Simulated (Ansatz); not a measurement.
**ZnBi2, from a guessed structure to a relaxed one**

This structure for ZnBi2 is made up. Its elements were placed in a known structure type with a cell scaled to their sizes. What cell does the guess relax to, and how far off was it?

Main program and level: Ansatz 0.2.0; DFT, r2SCAN, plane-wave PAW, files of the set soft_1, scalar-relativistic, no spin, cell and ions relaxed at zero pressure; PAW set soft_1.

## (1) Set-up

It takes space group I4_122 (No. 98, tetragonal). The conventional cell has a = 8.814 Å, b = 8.814 Å, c = 5.116 Å, α = 90.00°, β = 90.00°, γ = 90.00°. Nearest to Bi lie 2 Bi at 2.62 Å and 2 Zn at 2.98 Å. Nearest to Zn lie 4 Bi at 2.98 Å. Farther neighbours are not listed.

Coordinates:

```cif
data_structure
_symmetry_space_group_name_H-M 'I4_122'
_symmetry_Int_Tables_number 98
_cell_length_a 8.8140
_cell_length_b 8.8140
_cell_length_c 5.1160
_cell_angle_alpha 90.000
_cell_angle_beta 90.000
_cell_angle_gamma 90.000
_cell_volume 397.44
loop_
_atom_site_label
_atom_site_type_symbol
_atom_site_symmetry_multiplicity
_atom_site_Wyckoff_symbol
_atom_site_fract_x
_atom_site_fract_y
_atom_site_fract_z
_atom_site_occupancy
Bi1 Bi 8 f 0.75000 0.56650 0.87500 1
Zn1 Zn 4 a 0.00000 0.00000 0.00000 1
```

## (2) Relaxation of the guess

The guessed cell has no reason to be at equilibrium. It is relaxed with the atoms, within the space group of the guess.

The input, input.yaml:

```yaml
crystal:
  lattice:
    - [-4.407, 4.407, 2.558]
    - [4.407, -4.407, 2.558]
    - [4.407, 4.407, -2.558]
  atoms:
    - { symbol: Bi, position: [0.4415, 0.625, 0.3165] }
    - { symbol: Bi, position: [0.875, 0.6915, 0.3165] }
    - { symbol: Bi, position: [0.3085, 0.125, 0.6835] }
    - { symbol: Bi, position: [0.375, 0.5585, 0.6835] }
    - { symbol: Zn, position: [0.0, 0.0, 0.0] }
    - { symbol: Zn, position: [0.75, 0.25, 0.5] }
kpoints:
  mp_grid: { grid: [6, 6, 6] }
scf:
  occupations: { method: fermi_dirac, width: 0.05 }
hamiltonian:
  xc: r2scan
  pseudopotentials: { kind: paw, azcp: { folder: soft_1 } }
relax:
  f_tol: 0.015
  max_steps: 70
  cell: {}
output:
  forces: true
  stress: true
```

The run is started by

```console
$ ansatz run input.yaml --threads 4 --pin off --max-ram 10240MiB --backend cpu --events-out ev --progress --plain --runs-dir out
```

Numbers of over 12 decimals in the logs are rounded to 6 here.

Output:

```text
Engine: ansatz 0.2.0, x86_64-unknown-linux-gnu
Pseudopotentials: kind: paw
Pseudopotential: Bi, paw, valence charge 15, recommended cutoff 500 eV (meta_gga), soft_1/Bi.paw.azcp
Pseudopotential: Zn, paw, valence charge 12, recommended cutoff 500 eV (meta_gga), soft_1/Zn.paw.azcp
Functional definition: r2SCAN
  parameter k0 = 0.174
  parameter k1 = 0.065
  parameter a1 = 4.9479
  exchange = r2scan_x(k0 = k0, k1 = k1, a1 = a1)
  correlation = r2scan_c
Crystal: 6 atoms, lattice volume = 198.722 Å³
Basis set: ecut = 500 eV, 5037 PW (Γ), exchange–correlation on 200×200×200 points (64 copies of the dense FFT grid, shifted against one another)
Bands: 51, of which v1, the nominal top of the filled ones, is band 42 counted from 1 (41 counted from 0)
Symmetry: 8 space group operations
Space group: I4122 (ITA 98), of the structure as read, at distance tolerance 5.8e-5 Å
k-points: 30 of 216 (time reversal used)
Non-local potential: Bi, projectors of the file, l = 0: 2, l = 1: 2, l = 2: 2, l = 3: 1
Non-local potential: Zn, projectors of the file, l = 0: 2, l = 1: 2, l = 2: 3, l = 3: 1
PAW form: soft (Blöchl's): semilocal exchange-correlation on the pseudo side does not see the compensation charge
PAW frozen core: Bi, regenerated for the run's functional (the file was generated under x = pbe(κ = 0.804, μ = 0.219515), c = pbe(β = 0.066725))
PAW frozen core: Zn, regenerated for the run's functional (the file was generated under x = pbe(κ = 0.804, μ = 0.219515), c = pbe(β = 0.066725))
PAW one-centre angular grid: Bi, 590 points (default); XC on 160 Gauss nodes
PAW one-centre angular grid: Zn, 590 points (default); XC on 160 Gauss nodes
Initial density: superposition of atomic densities (chi_scale 0.1, normalization cell, long waves kept (reshape's long-wave potential 0.02 eV rms))
Initial wavefunctions: pseudopotential atomic-orbital guess
Functional: x = r2scan, c = r2scan; τ floored in thin density (d = 2e-4 eV/Å³)
iter 1 solved again at ethr=1.15e-3 eV; its pass at ethr=3.10e-3 eV (dr2=9.66e-1 eV) is discarded
SCF iter   1: F=—  HF=-56300.957954 eV  |F-HF|=—  |Δ(HF+E_count)|=         —  Δρ=3.00e-2  dr2=9.68e-1  dr2_τ=4.36e-2  ethr=1.15e-3  ⟨swp⟩=1.8  Hψ=8738  notcnv=0
preconditioner: auto → LDOS  [metal: Δε(μ)=0.078 eV  Ē_g=18.018 eV  σ=0.050 eV  W_gap=0.37  n_scr=44 (ndim 8)  ℏωp=24.1 eV  f_vac=0.094  D(μ)=1.38/eV (n_scr^D=4)  β→1.0]
SCF iter   2: F=—  HF=-56301.681192 eV  |F-HF|=—  |Δ(HF+E_count)|=   7.23e-1  Δρ=3.60e-2  dr2=1.50e0  dr2_τ=5.62e-3  ethr=1.15e-3  ⟨swp⟩=4.9  Hψ=3573  notcnv=0
preconditioner: auto → Kerker (q_TF=auto, 2.364 Å⁻¹)  [metal: Δε(μ)=0.078 eV  Ē_g=17.664 eV  σ=0.050 eV  W_gap=0.33  n_scr=44 (ndim 8)  ℏωp=24.1 eV  f_vac=0.108  D(μ)=0.96/eV (n_scr^D=0)  β→0.5]
SCF iter   3: F=—  HF=-56301.078044 eV  |F-HF|=—  |Δ(HF+E_count)|=   6.03e-1  Δρ=6.16e-3  dr2=6.39e-2  dr2_τ=1.09e-3  ethr=1.15e-3  ⟨swp⟩=3.0  Hψ=2635  notcnv=0  defer=88
SCF iter   4: F=—  HF=-56301.105013 eV  |F-HF|=—  |Δ(HF+E_count)|=   2.70e-2  Δρ=3.51e-3  dr2=2.14e-2  dr2_τ=1.32e-4  ethr=7.61e-5  ⟨swp⟩=2.2  Hψ=2594  notcnv=0  defer=87
SCF iter   5: F=—  HF=-56301.102207 eV  |F-HF|=—  |Δ(HF+E_count)|=   2.81e-3  Δρ=9.65e-4  dr2=1.70e-3  dr2_τ=1.65e-5  ethr=2.55e-5  ⟨swp⟩=2.0  Hψ=2157  notcnv=0  defer=87
SCF iter   6: F=—  HF=-56301.102408 eV  |F-HF|=—  |Δ(HF+E_count)|=   2.01e-4  Δρ=4.02e-4  dr2=4.57e-4  dr2_τ=1.14e-6  ethr=2.03e-6  ⟨swp⟩=2.0  Hψ=1992  notcnv=0  defer=87
SCF iter   7: F=—  HF=-56301.102407 eV  |F-HF|=—  |Δ(HF+E_count)|=   8.82e-7  Δρ=1.72e-4  dr2=8.75e-5  dr2_τ=1.97e-7  ethr=5.45e-7  ⟨swp⟩=2.0  Hψ=1990  notcnv=0  defer=87
SCF iter   8: F=—  HF=-56301.102522 eV  |F-HF|=—  |Δ(HF+E_count)|=   1.15e-4  Δρ=4.82e-5  dr2=1.41e-5  dr2_τ=4.00e-8  ethr=1.04e-7  ⟨swp⟩=2.0  Hψ=2005  notcnv=0  defer=87
SCF iter   9: F=—  HF=-56301.102522 eV  |F-HF|=—  |Δ(HF+E_count)|=   3.54e-7  Δρ=1.70e-5  dr2=1.79e-6  dr2_τ=1.15e-8  ethr=1.68e-8  ⟨swp⟩=2.0  Hψ=1989  notcnv=0  defer=87
SCF iter  10: F=—  HF=-56301.102523 eV  |F-HF|=—  |Δ(HF+E_count)|=   5.09e-7  Δρ=1.37e-5  dr2=3.09e-7  dr2_τ=2.93e-9  ethr=2.13e-9  ⟨swp⟩=2.0  Hψ=2063  notcnv=0  defer=87
SCF iter  11: F=-56301.102523 eV  HF=-56301.102523 eV  |F-HF|=8.64e-9  |Δ(HF+E_count)|=   5.70e-9  Δρ=2.55e-6  dr2=1.34e-8  dr2_τ=1.28e-10  ethr=1.19e-10  ⟨swp⟩=4.9  Hψ=5051  notcnv=0
SCF 1 converged in 11 iterations: F = -56301.102523 eV  dr2 = 1.34e-8
  greatest PAW one-centre occupation: 0.985 electrons in one spin orbital (limit 2), on the Bi atom at site 2 (counted from 0), in its partial waves of l = 2
relax step   1: F+E_penalty+E_count = -56301.10252264 eV  Δ(F+E_penalty+E_count) = +0.000e0 eV  max|allowed force component| = 5.228e0 eV/Å  Δτ_max = 0.0000 Å  P = +8.877 GPa  Ω = 198.722 Å³  (11 SCF iters, dr2 threshold 1.00e-7 eV, accepted)
Crystal: 6 atoms, lattice volume = 205.296 Å³
Basis set: ecut = 500 eV, 5221 PW (Γ), exchange–correlation on 200×200×200 points (64 copies of the dense FFT grid, shifted against one another)
Initial density: handed on by an earlier stage of this run
Initial wavefunctions: those handed on with the density
iter 1 solved again at ethr=1.72e-4 eV; its pass at ethr=3.10e-3 eV (dr2=1.44e-1 eV) is discarded
SCF iter   1: F=—  HF=-56301.620745 eV  |F-HF|=—  |Δ(HF+E_count)|=         —  Δρ=7.61e-3  dr2=1.47e-1  dr2_τ=2.62e0  ethr=1.72e-4  ⟨swp⟩=2.6  Hψ=8013  notcnv=0
preconditioner: auto → LDOS  [metal: Δε(μ)=0.029 eV  Ē_g=17.466 eV  σ=0.050 eV  W_gap=0.14  n_scr=44 (ndim 8)  ℏωp=23.8 eV  f_vac=0.083  D(μ)=1.18/eV (n_scr^D=4)  β→1.0]
SCF iter   2: F=—  HF=-56303.598014 eV  |F-HF|=—  |Δ(HF+E_count)|=    1.98e0  Δρ=6.85e-3  dr2=3.20e-1  dr2_τ=3.29e-3  ethr=1.72e-4  ⟨swp⟩=4.5  Hψ=3990  notcnv=0
preconditioner: auto → Kerker (q_TF=auto, 2.351 Å⁻¹)  [metal: Δε(μ)=0.076 eV  Ē_g=17.496 eV  σ=0.050 eV  W_gap=0.36  n_scr=44 (ndim 8)  ℏωp=23.8 eV  f_vac=0.077  D(μ)=0.79/eV (n_scr^D=0)  β→0.5]
SCF iter   3: F=—  HF=-56303.521453 eV  |F-HF|=—  |Δ(HF+E_count)|=   7.66e-2  Δρ=3.82e-3  dr2=7.43e-2  dr2_τ=2.74e-4  ethr=1.72e-4  ⟨swp⟩=4.0  Hψ=3352  notcnv=0  defer=80
SCF iter   4: F=—  HF=-56303.507387 eV  |F-HF|=—  |Δ(HF+E_count)|=   1.41e-2  Δρ=2.91e-3  dr2=2.14e-2  dr2_τ=3.78e-4  ethr=8.85e-5  ⟨swp⟩=2.0  Hψ=1894  notcnv=0  defer=80
SCF iter   5: F=—  HF=-56303.536287 eV  |F-HF|=—  |Δ(HF+E_count)|=   2.89e-2  Δρ=4.47e-3  dr2=1.08e-1  dr2_τ=5.41e-4  ethr=2.54e-5  ⟨swp⟩=3.0  Hψ=3282  notcnv=0  defer=80  recentre
SCF iter   6: F=—  HF=-56303.513307 eV  |F-HF|=—  |Δ(HF+E_count)|=   2.30e-2  Δρ=1.96e-3  dr2=1.98e-2  dr2_τ=7.07e-5  ethr=2.54e-5  ⟨swp⟩=3.0  Hψ=3465  notcnv=0  defer=79
[...]
automatic band count: iteration 2 solves 51 bands in place of 48: the levels no longer show a gap clear of their residuals, so the SCF keeps every band
SCF iter   3: F=—  HF=-56303.872734 eV  |F-HF|=—  |Δ(HF+E_count)|=   3.79e-3  Δρ=1.38e-3  dr2=2.80e-3  dr2_τ=8.48e-5  ethr=1.22e-5  ⟨swp⟩=2.1  Hψ=2063  notcnv=0  defer=65
SCF iter   4: F=—  HF=-56303.873919 eV  |F-HF|=—  |Δ(HF+E_count)|=   1.19e-3  Δρ=4.13e-4  dr2=2.61e-4  dr2_τ=2.63e-6  ethr=3.34e-6  ⟨swp⟩=2.0  Hψ=2124  notcnv=0  defer=65
SCF iter   5: F=—  HF=-56303.874026 eV  |F-HF|=—  |Δ(HF+E_count)|=   1.07e-4  Δρ=2.76e-4  dr2=1.04e-4  dr2_τ=1.31e-6  ethr=3.11e-7  ⟨swp⟩=2.0  Hψ=2013  notcnv=0  defer=65
SCF iter   6: F=—  HF=-56303.874022 eV  |F-HF|=—  |Δ(HF+E_count)|=   3.78e-6  Δρ=1.34e-4  dr2=3.68e-5  dr2_τ=1.07e-7  ethr=1.24e-7  ⟨swp⟩=2.0  Hψ=1762  notcnv=0  defer=65
SCF iter   7: F=—  HF=-56303.874027 eV  |F-HF|=—  |Δ(HF+E_count)|=   4.33e-6  Δρ=3.99e-5  dr2=5.83e-6  dr2_τ=2.29e-8  ethr=4.38e-8  ⟨swp⟩=2.0  Hψ=2021  notcnv=0  defer=65
SCF iter   8: F=—  HF=-56303.874027 eV  |F-HF|=—  |Δ(HF+E_count)|=   1.83e-7  Δρ=1.66e-5  dr2=1.02e-6  dr2_τ=5.70e-9  ethr=6.94e-9  ⟨swp⟩=2.0  Hψ=2013  notcnv=0  defer=65
SCF iter   9: F=-56303.874027 eV  HF=-56303.874027 eV  |F-HF|=3.52e-8  |Δ(HF+E_count)|=   5.58e-8  Δρ=5.22e-6  dr2=1.40e-7  dr2_τ=6.30e-10  ethr=7.14e-10  ⟨swp⟩=4.0  Hψ=4836  notcnv=0
SCF 3 converged in 9 iterations: F = -56303.874027 eV  dr2 = 1.40e-7
  greatest PAW one-centre occupation: 0.986 electrons in one spin orbital (limit 2), on the Bi atom at site 3 (counted from 0), in its partial waves of l = 2
relax step   3: F+E_penalty+E_count = -56303.87402694 eV  Δ(F+E_penalty+E_count) = -3.642e-1 eV  max|allowed force component| = 4.538e-1 eV/Å  Δτ_max = 0.1128 Å  P = +0.834 GPa  Ω = 185.888 Å³  energy of the carried Pulay correction = +1.585e-3 eV  (9 SCF iters, dr2 threshold 6.00e-7 eV, accepted)
[...]
relax step   4: F+E_penalty+E_count = -56303.91355534 eV  Δ(F+E_penalty+E_count) = -3.953e-2 eV  max|allowed force component| = 1.508e-1 eV/Å  Δτ_max = 0.0374 Å  P = +0.554 GPa  Ω = 183.714 Å³  energy of the carried Pulay correction = +1.864e-3 eV  (7 SCF iters, dr2 threshold 6.00e-7 eV, accepted)
[...]
relax step   5: F+E_penalty+E_count = -56303.92106461 eV  Δ(F+E_penalty+E_count) = -7.509e-3 eV  max|allowed force component| = 3.269e-2 eV/Å  Δτ_max = 0.0139 Å  P = +0.069 GPa  Ω = 184.836 Å³  energy of the carried Pulay correction = +1.719e-3 eV  (6 SCF iters, dr2 threshold 6.00e-7 eV, accepted)
[...]
relax step   6: F+E_penalty+E_count = -56303.92168596 eV  Δ(F+E_penalty+E_count) = -6.214e-4 eV  max|allowed force component| = 1.876e-3 eV/Å  Δτ_max = 0.0064 Å  P = +0.011 GPa  Ω = 184.773 Å³  energy of the carried Pulay correction = +1.727e-3 eV  (7 SCF iters, dr2 threshold 6.68e-8 eV, accepted)
Initial wavefunctions: pseudopotential atomic-orbital guess (no wavefunctions were taken with the density)
iter 1 solved again at ethr=2.17e-7 eV; its pass at ethr=3.10e-3 eV (dr2=1.82e-4 eV) is discarded
SCF iter   1: F=—  HF=-56303.920518 eV  |F-HF|=—  |Δ(HF+E_count)|=         —  Δρ=7.18e-5  dr2=2.77e-6  dr2_τ=2.50e-6  ethr=2.17e-7  ⟨swp⟩=3.1  Hψ=11425  notcnv=0
preconditioner: auto → Kerker (q_TF=auto, 2.392 Å⁻¹)  [metal: Δε(μ)=0.060 eV  Ē_g=17.674 eV  σ=0.050 eV  W_gap=0.29  n_scr=44 (ndim 8)  ℏωp=25.0 eV  f_vac=0.039  D(μ)=0.48/eV (n_scr^D=0)]
SCF iter   2: F=—  HF=-56303.920545 eV  |F-HF|=—  |Δ(HF+E_count)|=   2.72e-5  Δρ=7.00e-5  dr2=3.89e-6  dr2_τ=8.31e-8  ethr=3.29e-9  ⟨swp⟩=2.0  Hψ=2420  notcnv=0
SCF iter   3: F=—  HF=-56303.920546 eV  |F-HF|=—  |Δ(HF+E_count)|=   6.55e-7  Δρ=1.88e-5  dr2=2.10e-7  dr2_τ=1.86e-8  ethr=3.29e-9  ⟨swp⟩=2.0  Hψ=2052  notcnv=0
SCF iter   4: F=—  HF=-56303.920545 eV  |F-HF|=—  |Δ(HF+E_count)|=   5.56e-7  Δρ=3.45e-6  dr2=9.26e-9  dr2_τ=2.83e-10  ethr=2.50e-10  ⟨swp⟩=2.0  Hψ=2139  notcnv=0
SCF iter   5: F=—  HF=-56303.920545 eV  |F-HF|=—  |Δ(HF+E_count)|=   6.36e-8  Δρ=1.40e-6  dr2=2.09e-9  dr2_τ=1.03e-10  ethr=1.10e-11  ⟨swp⟩=2.0  Hψ=2196  notcnv=0
SCF iter   6: F=—  HF=-56303.920545 eV  |F-HF|=—  |Δ(HF+E_count)|=   1.34e-9  Δρ=3.03e-7  dr2=3.32e-10  dr2_τ=5.83e-12  ethr=2.49e-12  ⟨swp⟩=2.0  Hψ=2068  notcnv=0
SCF iter   7: F=—  HF=-56303.920545 eV  |F-HF|=—  |Δ(HF+E_count)|=  9.46e-11  Δρ=8.50e-8  dr2=6.32e-11  dr2_τ=2.76e-13  ethr=1.00e-12  ⟨swp⟩=4.7  Hψ=4894  notcnv=0
SCF iter   8: F=-56303.920545 eV  HF=-56303.920545 eV  |F-HF|=3.64e-11  |Δ(HF+E_count)|=  1.46e-11  Δρ=3.77e-8  dr2=6.48e-12  dr2_τ=6.41e-14  ethr=1.00e-12  ⟨swp⟩=4.0  Hψ=4762  notcnv=0
SCF 7 converged in 8 iterations: F = -56303.920545 eV  dr2 = 6.48e-12
relax step   7: F+E_penalty+E_count = -56303.92054542 eV  Δ(F+E_penalty+E_count) = +1.141e-3 eV  max|allowed force component| = 1.914e-3 eV/Å  Δτ_max = 0.0000 Å  P = +0.001 GPa  Ω = 184.773 Å³  stress off target by 6.49e-4 GPa  SCF on the basis re-selected at this cell (its energy is not comparable with the rows above)  (8 SCF iters)
basis re-selected at this cell: Δ(F+E_penalty+E_count) = +1.141e-3 eV, ΔP = -0.010 GPa vs the last step (what re-selecting the basis moved, of the pressure what is left beyond the Pulay correction that the steps carried, after the strain that the cell walked since its last selection, with what the two solves' SCF thresholds leave and, on support functions, any second-order correction that the steps lacked; it is no m [...]
SCF converged after 8 iterations
Free energy (F): -56303.920545 eV
Harris-Foulkes:  -56303.920545 eV  (|F-HF|=3.64e-11)
Internal energy: -56303.916702 eV  (E = F + TS)
E sigma→0 (E₀):  -56303.918624 eV
Entropy (-TS):   -0.003844 eV (-0.641 meV/atom)
Fermi energy:    8.614549 eV
--- Per-component energies (eV) ---
  E_band       = -477.250122
  E_kinetic    = 1305.855871
  E_local      = -9868.979872  (includes V_loc(G=0)·N_el)
  E_nonlocal   = 3283.159108
  E_hartree    = 3756.720570
  E_xc         = -696.397598
  E_vxc        = -660.739786  (∫ρ·V_xc dr)
  E_paw        = -46589.336513  (= ΣΔE_a)
  E_vpaw       = -2092.521792  (= ΣTr[D̂ρ^β])
  E_aug_tail   = 0.000719  (compensation charges beyond the density's cutoff)
  E_vtau       = 42.534516  (kinetic-family band-sum trace: ∫τ·v_τ [+ j·A + Jᵃ·Aᵃ] dr)
  E_ewald      = -7498.075201
  E_core_change = 3.136213  (= ΣΔE_core)
  E_smearing   = -0.003844  (= −TS)
  E_closure    = 0.000000  (closes the sum)
  Σ components = -56303.920545   (vs F -56303.920545, Δ=0.00e0)
--- Forces (eV/Å), atoms counted from 1 ---
  atom   1  Bi    -0.00000000    -0.00191395    -0.00000000
  atom   2  Bi    -0.00191395     0.00000000     0.00000000
  atom   3  Bi     0.00000000     0.00191395     0.00000000
  atom   4  Bi     0.00191395     0.00000000     0.00000000
  atom   5  Zn    -0.00000000     0.00000000     0.00000000
  atom   6  Zn    -0.00000000    -0.00000000     0.00000000
  max |Σ_I F_I| component: 6.42e-17 eV/Å
--- Stress (GPa, compression-positive) ---
        0.000649       0.000000       0.000000
        0.000000       0.000649       0.000000
        0.000000       0.000000       0.000589
  P = ⅓ Tr σ = 0.0006 GPa (0.006 kbar)
--- Relaxed structure (6 steps of the walk, 6 accepted, 1 SCFs on fresh bases) ---
  F+E_penalty+E_count = -56303.92054542 eV   max|allowed force component| = 1.914e-3 eV/Å   (the final SCF, on the basis selected at the relaxed cell)
  cell:  # Å, volume = 184.7727 Å³
    - [-4.353294, 4.353294, 2.437483]
    - [4.353294, -4.353294, 2.437483]
    - [4.353294, 4.353294, -2.437483]
  atoms:
    - { symbol: Bi, position: [0.400031, 0.625, 0.275031] }
    - { symbol: Bi, position: [0.875000, 0.650031, 0.275031] }
    - { symbol: Bi, position: [0.349969, 0.125, 0.724969] }
    - { symbol: Bi, position: [0.375000, 0.599969, 0.724969] }
    - { symbol: Zn, position: [-3.936291073239856e-19, 2.624194048826571e-19, -1.312097024413285e-19] }
    - { symbol: Zn, position: [0.75, 0.25, 0.5] }
```

Run time: 69 s. Hardware: 4 threads of AMD EPYC 7B13 (Zen 3), shared host; peak memory 1.2 GiB.

Relaxation path:

| step | energy less that of the first step (eV) | largest force component (eV/Å) | pressure (GPa) | volume (Å³) |
| --- | --- | --- | --- | --- |
| 1 | 0.0000 | 5.2279 | 8.88 | 198.72 |
| 2 | -2.4073 | 1.0354 | -0.46 | 205.30 |
| 3 | -2.7715 | 0.4538 | 0.83 | 185.89 |
| 4 | -2.8110 | 0.1508 | 0.55 | 183.71 |
| 5 | -2.8185 | 0.0327 | 0.07 | 184.84 |
| 6 | -2.8192 | 0.0019 | 0.01 | 184.77 |
| 7* | -2.8180 | 0.0019 | 0.00 | 184.77 |

Relaxation steps marked * repeat the geometry before them on a plane-wave basis chosen anew for their cell, so energy and pressure can jump there.

The run keeps the 8 symmetry operations that it works with, so distortions that break them were not tested.

| conventional cell, symmetrised | before | after | change |
| --- | --- | --- | --- |
| a (Å) | 8.814 | 8.707 | -1.2 % |
| b (Å) | 8.814 | 8.707 | -1.2 % |
| c (Å) | 5.116 | 4.875 | -4.7 % |
| volume (Å³/atom) | 33.12 | 30.80 | -7.0 % |

The atoms that moved most (Å, as changes of fractional coordinates times the final cell):

| atom | dx | dy | dz | length |
| --- | --- | --- | --- | --- |
| Bi2 | -0.361 | 0.000 | 0.000 | 0.361 |
| Bi1 | 0.000 | -0.361 | 0.000 | 0.361 |
| Bi3 | 0.000 | 0.361 | 0.000 | 0.361 |
| Bi4 | 0.361 | 0.000 | 0.000 | 0.361 |

The relaxed structure:

```xyz
6
Lattice="-4.3533 4.3533 2.4375 4.3533 -4.3533 2.4375 4.3533 4.3533 -2.4375" Properties=species:S:1:pos:R:3 pbc="T T T"
Bi    2.1766    0.2179    1.8281
Bi    0.2179    2.1766    3.0469
Bi    2.1766    4.1354   -0.6094
Bi    4.1354    2.1766    0.6094
Zn    0.0000    0.0000    0.0000
Zn    0.0000    4.3533    1.2187
```

Numbers from this step:

```yaml
free_energy: -56303.9205 eV
energy_at_zero_smearing: -56303.9186 eV
smearing_term_ts: 0.003844 eV
fermi_energy: 8.615 eV
electrons: 84
symmetry_operations: 8
pressure: 6.29e-4 GPa
```

Shortest distances by pair of elements, guess and relaxed (not always the same contact):

| pair | guess (Å) | relaxed (Å) |
| --- | --- | --- |
| Bi–Zn | 2.980 | 2.851 |
| Bi–Bi | 2.621 | 3.026 |
| Zn–Zn | 4.589 | 4.521 |

The relaxation ends with a largest force component of 0.0019 eV/Å and a pressure of 0.00 GPa.

## (3) Results

```yaml
space_group_relaxed: I4_122
conventional_cell: a = 8.707, b = 8.707, c = 4.875 Å; α = 90.0°, β = 90.0°, γ = 90.0°
volume_per_atom: 30.80 Å³ (guess 33.12)
```

What this shows: ZnBi2 relaxes to I4_122 with a = 8.707, b = 8.707 and c = 4.875 Å. The guessed volume was 8 % too large. The space group I4_122 was held in the relaxation, so the end point is a stationary structure within it and may be a saddle against distortions or other arrangements. Mesh and cutoff weren't tested. Spin-orbit coupling is left out, which can matter for elements this heavy. No dispersion term is used, so weakly bound directions may come out too long. Nothing here tests whether the compound is stable against decomposition.

[Logs are printed without paths, hosts, clocks, repeated set-up lines and the standing remarks that a program may print on its own settings, such as how far it seeks lower states.]

[Hosts, paths, dates, database ids (printed as entryN), source tags and the programs' standing remarks are cut or masked in the printed files.]
